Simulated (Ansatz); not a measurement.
**Bi2Te3 quintuple layer monolayer in a perpendicular field**

Aim: how the Bi2Te3 quintuple layer monolayer screens a field along its normal, and what the field does to its bands. A positive field points along +c.

Calculated with Ansatz 0.2.0; plane-wave DFT, PBE-D3(BJ), Ansatz PAW (set soft_1); PAW set soft_1.

### 1. Starting point

The cell holds 5 atoms: 3 Te and 2 Bi. Cell: a = 4.440 Å, b = 4.440 Å, c = 45.400 Å, α = 90.0°, β = 90.0°, γ = 120.0°. Vacuum lies along c.

### 2. Relaxation

The starting cell is a guess, so the in-plane lattice and the atoms are relaxed first, with the slab cut off from its images along the normal.

File input.yaml:

```yaml
crystal:
  lattice:
    - [4.44, 0.0, 0.0]
    - [-2.22, 3.8451527928, 0.0]
    - [0.0, 0.0, 45.4000000022]
  atoms:
    - { symbol: Te, position: [0.3333333333, 0.6666666667, 0.4207048458] }
    - { symbol: Bi, position: [0.6666666667, 0.3333333333, 0.4570484581] }
    - { symbol: Te, position: [0.0, 0.0, 0.5] }
    - { symbol: Bi, position: [0.3333333333, 0.6666666667, 0.5429515419] }
    - { symbol: Te, position: [0.6666666667, 0.3333333333, 0.5792951542] }
  periodic: [true, true, false]
kpoints:
  mp_grid: { grid: [12, 12, 1] }
hamiltonian:
  xc: pbe
  dispersion: d3bj
  pseudopotentials: { kind: paw, azcp: { folder: soft_1 } }
scf:
  occupations: { method: fermi_dirac, width: 0.05 }
  convergence: { dr2_threshold: 1.0e-09 }
relax:
  f_tol: 0.004
  max_steps: 90
  cell: {}
output:
  write_potential: true
  write_density: true
  volumetric_format: npy
```

Command:

```sh
ansatz run input.yaml --threads 4 --pin off --max-ram 6144MiB --backend cpu --events-out ev --progress --plain --runs-dir out
```

Numbers of over 12 decimals in the logs are rounded to 6 here.

The program printed:

```text
Warning: relax.cell: scf.convergence.dr2_threshold = 1e-9 eV is looser than the 1.69010275792e-10 eV advised for a relaxation that steers and ends on the stress (1e-10 eV for each atom of the cell: 5, times the square of relax.cell.stress_2d_tol = 0.05 N/m over 17.2 Å (the atoms' height at the walk's start and 5 Å past either face), 2.907e-2 GPa, over a crystal's default 0.05). What an SCF threshold leaves in a stress goes as its square root, and in the free energy as the threshold itself, and one threshold admits the most on a small cell: [figures from the program's tests cut] Set scf.convergence.dr2_threshold to 1.69010275792e-10 eV or tighter. [rest of the remark cut]
Engine: ansatz 0.2.0, x86_64-unknown-linux-gnu
Pseudopotentials: kind: paw
Pseudopotential: Te, paw, valence charge 16, recommended cutoff 420 eV (normal), soft_1/Te.paw.azcp
Pseudopotential: Bi, paw, valence charge 15, recommended cutoff 420 eV (normal), soft_1/Bi.paw.azcp
Functional definition: PBE
  parameter kappa = 0.804
  parameter beta = 0.066725
  exchange = pbe_x(kappa = kappa, mu = beta*pi^2/3)
  correlation = pbe_c(beta = beta)
Crystal: 5 atoms, lattice volume = 775.091 Å³
Basis set: ecut = 420 eV, 15253 PW (Γ), exchange–correlation on 60×60×640 points (8 copies of the dense FFT grid, shifted against one another)
Bands: 47, of which v1, the nominal top of the filled ones, is band 39 counted from 1 (38 counted from 0)
Symmetry: 12 space group operations
Space group: P-3m1 (ITA 164), of the structure as read, at distance tolerance 9.2e-5 Å
k-points: 19 of 144
Non-local potential: Te, projectors of the file, l = 0: 2, l = 1: 2, l = 2: 2, l = 3: 1
Non-local potential: Bi, projectors of the file, l = 0: 2, l = 1: 2, l = 2: 2, l = 3: 1
PAW form: soft (Blöchl's): semilocal exchange-correlation on the pseudo side does not see the compensation charge
PAW one-centre angular grid: Te, 590 points (default); XC on 64 Gauss nodes
PAW one-centre angular grid: Bi, 590 points (default); XC on 64 Gauss nodes
Initial density: superposition of atomic densities (neutral atoms: chi_scale 0, normalization atom)
Initial wavefunctions: pseudopotential atomic-orbital guess
Functional: x = pbe(κ = 0.804, μ = 0.219515), c = pbe(β = 0.066725)
iter 1 solved again at ethr=2.16e-3 eV; its pass at ethr=3.10e-3 eV (dr2=1.68e0 eV) is discarded
SCF iter   1: F=—  HF=-45741.819560 eV  |F-HF|=—  |Δ(HF+E_count)|=         —  Δρ=9.17e-3  dr2=1.63e0  ethr=2.16e-3  ⟨swp⟩=1.5  Hψ=6942  notcnv=0
preconditioner: auto → Resta (q_TF=auto, 1.861 Å⁻¹)  ε∞=1.7  [insulator: Δε(μ)=1.026 eV  Ē_g=8.468 eV  σ=0.050 eV  W_gap=1.00  n_scr=104 (ndim 8)  ℏωp=7.1 eV  f_vac=0.753  D(μ)=0.00/eV (n_scr^D=0)  ε∞_Penn≈1.7  vacuum switching on, ρ_ref=5.2e-3 e/Å³]
SCF iter   2: F=—  HF=-45741.657265 eV  |F-HF|=—  |Δ(HF+E_count)|=   1.62e-1  Δρ=5.01e-3  dr2=1.65e0  ethr=2.10e-3  ⟨swp⟩=5.2  Hψ=2026  notcnv=0  defer=8
SCF iter   3: F=—  HF=-45741.557582 eV  |F-HF|=—  |Δ(HF+E_count)|=   9.97e-2  Δρ=3.71e-3  dr2=6.37e-1  ethr=2.10e-3  ⟨swp⟩=4.2  Hψ=1546  notcnv=0  defer=28
SCF iter   4: F=—  HF=-45741.499518 eV  |F-HF|=—  |Δ(HF+E_count)|=   5.81e-2  Δρ=2.04e-3  dr2=1.13e-1  ethr=8.16e-4  ⟨swp⟩=2.9  Hψ=1313  notcnv=0  defer=28
SCF iter   5: F=—  HF=-45741.490918 eV  |F-HF|=—  |Δ(HF+E_count)|=   8.60e-3  Δρ=5.18e-4  dr2=4.55e-3  ethr=1.45e-4  ⟨swp⟩=2.9  Hψ=1179  notcnv=0  defer=28
SCF iter   6: F=—  HF=-45741.491021 eV  |F-HF|=—  |Δ(HF+E_count)|=   1.03e-4  Δρ=1.20e-4  dr2=9.17e-5  ethr=5.83e-6  ⟨swp⟩=2.6  Hψ=1339  notcnv=0  defer=28
SCF iter   7: F=—  HF=-45741.491081 eV  |F-HF|=—  |Δ(HF+E_count)|=   5.94e-5  Δρ=2.66e-5  dr2=1.00e-5  ethr=1.18e-7  ⟨swp⟩=3.4  Hψ=1998  notcnv=0  defer=28
SCF iter   8: F=—  HF=-45741.491082 eV  |F-HF|=—  |Δ(HF+E_count)|=   1.64e-6  Δρ=5.41e-6  dr2=2.89e-7  ethr=1.29e-8  ⟨swp⟩=2.7  Hψ=1691  notcnv=0  defer=28
SCF iter   9: F=—  HF=-45741.491232 eV  |F-HF|=—  |Δ(HF+E_count)|=   1.50e-4  Δρ=1.25e-6  dr2=1.71e-8  ethr=3.71e-10  ⟨swp⟩=3.2  Hψ=1824  notcnv=0  defer=28
SCF iter  10: F=—  HF=-45741.491232 eV  |F-HF|=—  |Δ(HF+E_count)|=   1.83e-8  Δρ=3.47e-7  dr2=1.40e-9  ethr=2.19e-11  ⟨swp⟩=3.7  Hψ=1949  notcnv=0  defer=28
SCF iter  11: F=-45741.491232 eV  HF=-45741.491232 eV  |F-HF|=6.55e-11  |Δ(HF+E_count)|=   1.46e-9  Δρ=7.78e-8  dr2=5.00e-11  ethr=1.28e-12  ⟨swp⟩=11.4  Hψ=6256  notcnv=0
SCF 1 converged in 11 iterations: F = -45741.491232 eV  dr2 = 5.00e-11
  greatest PAW one-centre occupation: 0.998 electrons in one spin orbital (limit 2), on the Te atom at site 4 (counted from 0), in its partial waves of l = 2
relax step   1: F+E_penalty+E_count = -45741.49123190 eV  Δ(F+E_penalty+E_count) = +0.000e0 eV  max|allowed force component| = 2.963e-1 eV/Å  Δτ_max = 0.0000 Å  P = -0.181 N/m  Ω = 775.091 Å³  fix = [c, alpha, beta]  reactions: c +0.000 N/m  (11 SCF iters, accepted)
Crystal: 5 atoms, lattice volume = 762.789 Å³
Basis set: ecut = 420 eV, 15037 PW (Γ), exchange–correlation on 60×60×640 points (8 copies of the dense FFT grid, shifted against one another)
Initial density: handed on by an earlier stage of this run
Initial wavefunctions: those handed on with the density
iter 1 solved again at ethr=3.64e-5 eV; its pass at ethr=3.10e-3 eV (dr2=2.84e-2 eV) is discarded
SCF iter   1: F=—  HF=-45741.527698 eV  |F-HF|=—  |Δ(HF+E_count)|=         —  Δρ=2.20e-3  dr2=2.78e-2  ethr=3.64e-5  ⟨swp⟩=3.7  Hψ=6893  notcnv=0
preconditioner: auto → Resta (q_TF=auto, 1.866 Å⁻¹)  ε∞=1.7  [insulator: Δε(μ)=1.022 eV  Ē_g=8.218 eV  σ=0.050 eV  W_gap=1.00  n_scr=104 (ndim 8)  ℏωp=7.1 eV  f_vac=0.746  D(μ)=0.00/eV (n_scr^D=0)  ε∞_Penn≈1.7  vacuum switching on, ρ_ref=4.9e-3 e/Å³]
SCF iter   2: F=—  HF=-45741.527382 eV  |F-HF|=—  |Δ(HF+E_count)|=   3.16e-4  Δρ=1.25e-3  dr2=1.43e-2  ethr=3.57e-5  ⟨swp⟩=2.3  Hψ=1149  notcnv=0
SCF iter   3: F=—  HF=-45741.533125 eV  |F-HF|=—  |Δ(HF+E_count)|=   5.74e-3  Δρ=7.64e-4  dr2=5.51e-2  ethr=1.83e-5  ⟨swp⟩=3.4  Hψ=1512  notcnv=0  recentre
SCF iter   4: F=—  HF=-45741.528048 eV  |F-HF|=—  |Δ(HF+E_count)|=   5.08e-3  Δρ=2.42e-4  dr2=5.91e-4  ethr=1.83e-5  ⟨swp⟩=2.6  Hψ=1208  notcnv=0
SCF iter   5: F=—  HF=-45741.528163 eV  |F-HF|=—  |Δ(HF+E_count)|=   1.14e-4  Δρ=8.43e-5  dr2=4.12e-5  ethr=7.58e-7  ⟨swp⟩=3.2  Hψ=1504  notcnv=0
SCF iter   6: F=—  HF=-45741.528161 eV  |F-HF|=—  |Δ(HF+E_count)|=   1.76e-6  Δρ=2.49e-5  dr2=6.74e-6  ethr=5.28e-8  ⟨swp⟩=3.0  Hψ=1847  notcnv=0
SCF iter   7: F=—  HF=-45741.528307 eV  |F-HF|=—  |Δ(HF+E_count)|=   1.46e-4  Δρ=7.27e-6  dr2=3.16e-7  ethr=8.64e-9  ⟨swp⟩=3.4  Hψ=2175  notcnv=0  defer=1
[...]
preconditioner: auto → Resta (q_TF=auto, 1.869 Å⁻¹)  ε∞=1.7  [insulator: Δε(μ)=1.014 eV  Ē_g=8.285 eV  σ=0.050 eV  W_gap=1.00  n_scr=104 (ndim 8)  ℏωp=7.1 eV  f_vac=0.748  D(μ)=0.00/eV (n_scr^D=0)  ε∞_Penn≈1.7  vacuum switching on, ρ_ref=5.0e-3 e/Å³]
SCF iter   2: F=—  HF=-45741.544014 eV  |F-HF|=—  |Δ(HF+E_count)|=   9.83e-5  Δρ=1.87e-4  dr2=1.85e-3  ethr=1.20e-6  ⟨swp⟩=2.6  Hψ=1344  notcnv=0
SCF iter   3: F=—  HF=-45741.543875 eV  |F-HF|=—  |Δ(HF+E_count)|=   1.39e-4  Δρ=1.62e-4  dr2=4.55e-4  ethr=1.20e-6  ⟨swp⟩=2.2  Hψ=1037  notcnv=0
SCF iter   4: F=—  HF=-45741.543855 eV  |F-HF|=—  |Δ(HF+E_count)|=   2.02e-5  Δρ=6.39e-5  dr2=5.03e-5  ethr=5.84e-7  ⟨swp⟩=1.8  Hψ=1038  notcnv=0
SCF iter   5: F=—  HF=-45741.543866 eV  |F-HF|=—  |Δ(HF+E_count)|=   1.09e-5  Δρ=1.41e-5  dr2=1.88e-6  ethr=6.45e-8  ⟨swp⟩=2.3  Hψ=1199  notcnv=0
SCF iter   6: F=—  HF=-45741.544004 eV  |F-HF|=—  |Δ(HF+E_count)|=   1.39e-4  Δρ=2.45e-6  dr2=4.44e-8  ethr=2.41e-9  ⟨swp⟩=3.1  Hψ=1794  notcnv=0
SCF iter   7: F=—  HF=-45741.544005 eV  |F-HF|=—  |Δ(HF+E_count)|=   2.21e-8  Δρ=6.37e-7  dr2=2.87e-9  ethr=5.70e-11  ⟨swp⟩=3.3  Hψ=1854  notcnv=0
SCF iter   8: F=-45741.544005 eV  HF=-45741.544005 eV  |F-HF|=2.91e-10  |Δ(HF+E_count)|=   1.80e-9  Δρ=2.32e-7  dr2=5.43e-10  ethr=1.28e-12  ⟨swp⟩=12.0  Hψ=6483  notcnv=0
SCF 3 converged in 8 iterations: F = -45741.544005 eV  dr2 = 5.43e-10
relax step   3: F+E_penalty+E_count = -45741.54400451 eV  Δ(F+E_penalty+E_count) = -1.570e-2 eV  max|allowed force component| = 4.394e-2 eV/Å  Δτ_max = 0.0275 Å  P = -0.580 N/m  Ω = 755.600 Å³  energy of the carried Pulay correction = +5.133e-4 eV  fix = [c, alpha, beta]  reactions: c -0.000 N/m  (8 SCF iters, accepted)
[...]
relax step   4: F+E_penalty+E_count = -45741.54786325 eV  Δ(F+E_penalty+E_count) = -3.859e-3 eV  max|allowed force component| = 1.288e-2 eV/Å  Δτ_max = 0.0112 Å  P = -0.020 N/m  Ω = 746.594 Å³  energy of the carried Pulay correction = +7.580e-4 eV  fix = [c, alpha, beta]  reactions: c -0.000 N/m  (8 SCF iters, accepted)
[...]
relax step   5: F+E_penalty+E_count = -45741.54798678 eV  Δ(F+E_penalty+E_count) = -1.235e-4 eV  max|allowed force component| = 2.016e-3 eV/Å  Δτ_max = 0.0064 Å  P = +0.003 N/m  Ω = 745.380 Å³  energy of the carried Pulay correction = +7.914e-4 eV  fix = [c, alpha, beta]  reactions: c +0.000 N/m  (7 SCF iters, accepted)
Initial wavefunctions: pseudopotential atomic-orbital guess (no wavefunctions were taken with the density)
iter 1 solved again at ethr=1.29e-6 eV; its pass at ethr=3.10e-3 eV (dr2=1.01e-3 eV) is discarded
SCF iter   1: F=—  HF=-45741.547053 eV  |F-HF|=—  |Δ(HF+E_count)|=         —  Δρ=1.63e-5  dr2=4.96e-7  ethr=1.29e-6  ⟨swp⟩=5.4  Hψ=9439  notcnv=0
eigensolver tolerance schedule: the retry pair's looser diagonalisation over-reported the residual by 2030.16 of it (diagonalisation noise at 5.49 of the residual, at the tolerance the schedule requests for it); recorded, not acted on — ethr = c·dr2/N_el stays at c = 1.0e-1
SCF iter   2: F=—  HF=-45741.547212 eV  |F-HF|=—  |Δ(HF+E_count)|=   1.58e-4  Δρ=7.89e-6  dr2=9.97e-8  ethr=6.36e-10  ⟨swp⟩=4.4  Hψ=2485  notcnv=0
SCF iter   3: F=—  HF=-45741.547212 eV  |F-HF|=—  |Δ(HF+E_count)|=   2.00e-7  Δρ=2.50e-6  dr2=2.24e-7  ethr=1.28e-10  ⟨swp⟩=2.9  Hψ=1769  notcnv=0
SCF iter   4: F=—  HF=-45741.547212 eV  |F-HF|=—  |Δ(HF+E_count)|=   5.16e-9  Δρ=1.56e-6  dr2=9.43e-8  ethr=1.28e-10  ⟨swp⟩=2.8  Hψ=1401  notcnv=0
SCF iter   5: F=—  HF=-45741.547212 eV  |F-HF|=—  |Δ(HF+E_count)|=   4.97e-9  Δρ=7.49e-7  dr2=6.57e-9  ethr=1.21e-10  ⟨swp⟩=1.6  Hψ=980  notcnv=0
SCF iter   6: F=-45741.547212 eV  HF=-45741.547212 eV  |F-HF|=4.37e-11  |Δ(HF+E_count)|=   1.32e-9  Δρ=1.48e-7  dr2=1.11e-10  ethr=1.28e-12  ⟨swp⟩=14.4  Hψ=7657  notcnv=0
SCF 6 converged in 6 iterations: F = -45741.547212 eV  dr2 = 1.11e-10
relax step   6: F+E_penalty+E_count = -45741.54721205 eV  Δ(F+E_penalty+E_count) = +7.747e-4 eV  max|allowed force component| = 2.045e-3 eV/Å  Δτ_max = 0.0000 Å  P = +0.002 N/m  Ω = 745.380 Å³  fix = [c, alpha, beta]  reactions: c +0.000 N/m  stress off target by 1.98e-3 N/m on what of the cell is left free  SCF on the basis re-selected at this cell (its energy is not comparable with the rows above)  (6 SCF iters)
basis re-selected at this cell: Δ(F+E_penalty+E_count) = +7.747e-4 eV, ΔP = -0.001 N/m vs the last step (what re-selecting the basis moved, of the pressure what is left beyond the Pulay correction that the steps carried, after the strain that the cell walked since its last selection, with what the two solves' SCF thresholds leave and, on support functions, any second-order correction that the steps lacked; it is no m [...]
WARN: The output density's exchange-correlation potential varies sharply where the density is thin. Do not read a vacuum level from v_tot or v_xc, or from such a field of the output density. On a cell that repeats whose density bears no net charge and no dipole along the vacuum's axis use v_es (v_loc + v_h of the components); under efield.dipole_correction with no amplitude use v_es + v_field, which holds any externa [...]
SCF converged after 6 iterations
Free energy (F): -45741.547212 eV
Harris-Foulkes:  -45741.547212 eV  (|F-HF|=4.37e-11)
Internal energy: -45741.547210 eV  (E = F + TS)
E sigma→0 (E₀):  -45741.547211 eV
Entropy (-TS):   -0.000002 eV (-0.000 meV/atom)
Fermi energy:    -4.775901 eV
--- Per-component energies (eV) ---
  E_band       = -2086.803802
  E_kinetic    = 1020.212705
  E_local      = -280800.950172  (includes V_loc(G=0)·N_el)
  E_nonlocal   = 1015.036184
  E_hartree    = 139509.747358
  E_xc         = -670.917606
  E_vxc        = -567.784402  (∫ρ·V_xc dr)
  E_paw        = -35337.273709  (= ΣΔE_a)
  E_vpaw       = -1772.811692  (= ΣTr[D̂ρ^β])
  E_aug_tail   = 0.000680  (compensation charges beyond the density's cutoff)
  E_ewald      = 129524.379013
  E_disp       = -1.781661  (pairwise vdW)
  E_smearing   = -0.000002  (= −TS)
  E_closure    = 0.000000  (closes the sum)
  Σ components = -45741.547212   (vs F -45741.547212, Δ=0.00e0)
--- Forces (eV/Å), atoms counted from 1 ---
  atom   1  Te     0.00000000     0.00000000    -0.00204534
  atom   2  Bi     0.00000000    -0.00000000     0.00094979
  atom   3  Te    -0.00000000     0.00000000     0.00000000
  atom   4  Bi    -0.00000000     0.00000000    -0.00094979
  atom   5  Te    -0.00000000    -0.00000000     0.00204534
  max |Σ_I F_I| component: 4.63e-18 eV/Å
--- 2D stress c σ (N/m, compression-positive) ---
        0.001975       0.000000       0.000000
        0.000000       0.001975      -0.000000
        0.000000      -0.000000       0.000000
  P = ½ c Tr σ = 0.0020 N/m
--- Band table (eV; the first three rows and the last of 19) ---
  k-point 0: bands = [... 35 lower, -6.1979, -5.8235, -5.6659, -5.6659, -4.3243, -3.7671, -3.7671, -2.9413, ... 4 higher]
  k-point 1: bands = [... 35 lower, -6.2489, -5.7512, -5.6275, -5.4003, -4.0998, -3.6739, -3.6560, -2.9669, ... 4 higher]
  k-point 2: bands = [... 35 lower, -6.5440, -5.7538, -5.6230, -5.4207, -3.8814, -3.4185, -3.3373, -2.5750, ... 4 higher]
  k-point 18: bands = [... 35 lower, -7.6750, -6.5452, -5.8321, -5.8321, -3.4641, -2.7945, -2.7945, -1.5092, ... 4 higher]
  the weakly bound empty levels are not read free of the cell's end (no_gap_told)
--- Relaxed structure (5 steps of the walk, 5 accepted, 1 SCFs on fresh bases) ---
  F+E_penalty+E_count = -45741.54721205 eV   max|allowed force component| = 2.045e-3 eV/Å   (the final SCF, on the basis selected at the relaxed cell)
  cell:  # Å, volume = 745.3795 Å³
    - [4.354071, 0.0, 0]
    - [-2.177035, 3.770736, 0]
    - [0, 0, 45.4000000022]
  atoms:
    - { symbol: Te, position: [0.333333, 0.666667, 0.416643] }
    - { symbol: Bi, position: [0.666667, 0.333333, 0.454916] }
    - { symbol: Te, position: [0, 0, 0.5] }
    - { symbol: Bi, position: [0.333333, 0.666667, 0.545084] }
    - { symbol: Te, position: [0.666667, 0.333333, 0.583357] }
```

It took 89 s on 4 threads of Intel Xeon Platinum 8259CL at 2.50GHz (Skylake/Cascade Lake), shared host; peak memory 1.6 GiB.

Relaxation path:

```tsv
step	energy less that of the first step (eV)	largest force component (eV/Å)	volume (Å³)
1	0.0000	0.2963	775.09
2	-0.0371	0.2152	762.79
3	-0.0528	0.0439	755.60
4	-0.0566	0.0129	746.59
5	-0.0568	0.0020	745.38
6*	-0.0560	0.0020	745.38
```

Relaxation steps marked * repeat the geometry before them on a plane-wave basis chosen anew for their cell, so energy and pressure can jump there.

The run keeps the 12 symmetry operations that it works with, so distortions that break them were not tested.

```tsv
cell as run	before	after	change
a (Å)	4.440	4.354	-1.9 %
b (Å)	4.440	4.354	-1.9 %
```

The atoms that moved most (Å, along periodic axes as changes of fractional coordinates times the final cell, across vacuum about the mean position):

```tsv
atom	dx	dy	dz	length
Te1	0.000	0.000	-0.184	0.184
Te5	0.000	0.000	0.184	0.184
Bi2	0.000	0.000	-0.097	0.097
Bi4	0.000	0.000	0.097	0.097
```

The relaxed structure:

```xyz
5
Lattice="4.3541 0.0000 0.0000 -2.1770 3.7707 0.0000 0.0000 0.0000 45.4000" Properties=species:S:1:pos:R:3
Te    0.0000    2.5138   18.9156
Bi    2.1770    1.2569   20.6532
Te    0.0000    0.0000   22.7000
Bi    0.0000    2.5138   24.7468
Te    2.1770    1.2569   26.4844
```

The lattice constant a goes from 4.440 to 4.354 Å.

(Continued in part 2 of 2.)

[Logs are printed without paths, hosts, clocks, repeated set-up lines and the standing remarks that a program may print on its own settings, such as how far it seeks lower states.]

[Hosts, paths, dates, database ids (printed as entryN), source tags and the programs' standing remarks are cut or masked in the printed files.]

[Maps of the electrostatic potential energy from Ansatz leave out the sawtooth potential of an applied field or a dipole correction, so their vacuum need not be flat; planar profiles and work functions include it.]
